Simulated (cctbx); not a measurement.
# What is wrong with this refinement?

Cell a = 4.1340 Å, b = 4.1340 Å, c = 29.6410 Å, α = 90.00°, β = 90.00°, γ = 120.00°; space group R3m (no. 160). The compound is InGaFeS4.

The data are simulated with cctbx, not measured: Mo Kα, λ = 0.71073 Å, to d = 0.75 Å, 70 % of the full sphere, strongest reflection 70000 counts, noise from counting, a 6 % proportional error and a noise floor of 4 counts (s.d.); no absorption, and some extinction, which the refinements don't model.

An isotropic refinement with weights 1/σ² prints:

```text
Rint 0.041, 343 unique reflections to 0.75 A
cycle     R1     wR2    GooF  max shift (A)
   1  0.7022  0.8961  22.711   0.36772
  10  0.0272  0.0872   2.211   0.01090
final R1 0.0245 wR2 0.0716 GooF 1.816  parameters 14  data/parameter 24.5
atom        x        y        z      Ueq    occ   su(xyz)  su(Uiso or U11)
In1    0.00000  0.00000 -0.00520   0.0054  1.000  0.00002  0.0002
Ga1    0.00000  0.00000  0.20451   0.0099  1.000  0.00005  0.0005
Fe1    0.66667  0.33333  0.11383   0.0083  1.000  0.00006  0.0005
S1     0.00000  0.00000  0.28167   0.0164  1.000  0.00015  0.0009
S2     0.66667  0.33333  0.03241   0.0017  1.000  0.00010  0.0005
S3     0.00000  0.00000  0.12539   0.0080  1.000  0.00011  0.0008
S4     0.66667  0.33333  0.19706   0.0105  1.000  0.00013  0.0009
difference map: max 1.22 min -2.01 rms 0.19
Q1    0.0000  0.0000  0.9136    3    1.22  1.48 A from S4
Q2    0.0000  0.0000  0.8621    3    1.22  0.05 A from S4
Q3    0.0000  0.0000  0.2825    3    1.07  0.02 A from S1
Q4    0.0000  0.0000  0.1262    3    1.01  0.02 A from S3
Q5    0.0000  0.0000  0.0744    3    0.91  1.51 A from S3
Q6    0.0000  0.0000  0.7206    3    0.62  0.64 A from S2
```

**Question.** Can this result stand? If not, what is the likely fault?

Mend it. The fault: start far from the minimum. Against the right model at the same level, R1 goes from 0.0182 to 0.0245 and GooF from 1.06 to 1.82, U of S2 shrinks from 0.0052 to 0.0017 Å², U of S4 swells from 0.0044 to 0.0105 Å², U of S1 swells from 0.0073 to 0.0164 Å², U of Ga1 swells from 0.0064 to 0.0099 Å² and the top difference peak, 1.2 e/Å³, lies 1.48 Å from S4. Least squares finds the nearest minimum, not the best. The fit had not settled when the cycles ran out.

The compound is InGaFeS4. The right model at the same level gives:

```text
Rint 0.041, 343 unique reflections to 0.75 A
cycle     R1     wR2    GooF  max shift (A)
   1  0.1418  0.3497   8.863   0.05201
   2  0.0182  0.0419   1.062   0.00012
final R1 0.0182 wR2 0.0419 GooF 1.062  parameters 14  data/parameter 24.5
atom        x        y        z      Ueq    occ   su(xyz)  su(Uiso or U11)
In1    0.00000  0.00000  0.00046   0.0051  1.000  0.00001  0.0001
Ga1    0.00000  0.00000  0.21032   0.0064  1.000  0.00003  0.0002
Fe1    0.66667  0.33333  0.11970   0.0095  1.000  0.00004  0.0003
S1     0.00000  0.00000  0.28787   0.0073  1.000  0.00007  0.0003
S2     0.66667  0.33333  0.03753   0.0052  1.000  0.00006  0.0003
S3     0.00000  0.00000  0.13195   0.0078  1.000  0.00005  0.0004
S4     0.66667  0.33333  0.20343   0.0044  1.000  0.00006  0.0005
difference map: max 0.47 min -0.93 rms 0.13
Q1    0.1247  0.0624  0.0003    9    0.48  0.45 A from In1
Q2    0.1889  0.3778  0.5614    9    0.46  1.27 A from S4
Q3    0.0000  0.0000  0.7848    3    0.45  0.05 A from Fe1
Q4    0.0596  0.5298  0.7719    9    0.42  1.26 A from S3
Q5    0.0179  0.5089  0.1179    9    0.38  1.26 A from Fe1
Q6    0.9867  0.4933  0.0934    9    0.36  1.39 A from Fe1
```

Isotropic U is held between 0.0001 and 1 Å² by the program, and listed peak heights are interpolated, so they can pass the grid's maximum.

The model is made up (kin elements in a known structure type, no relaxation), so it says nothing on whether the phase exists.

[Middle refinement cycles are left out of these outputs.]

[Logs are printed without paths, hosts, clocks, repeated set-up lines and the standing remarks that a program may print on its own settings, such as how far it seeks lower states.]
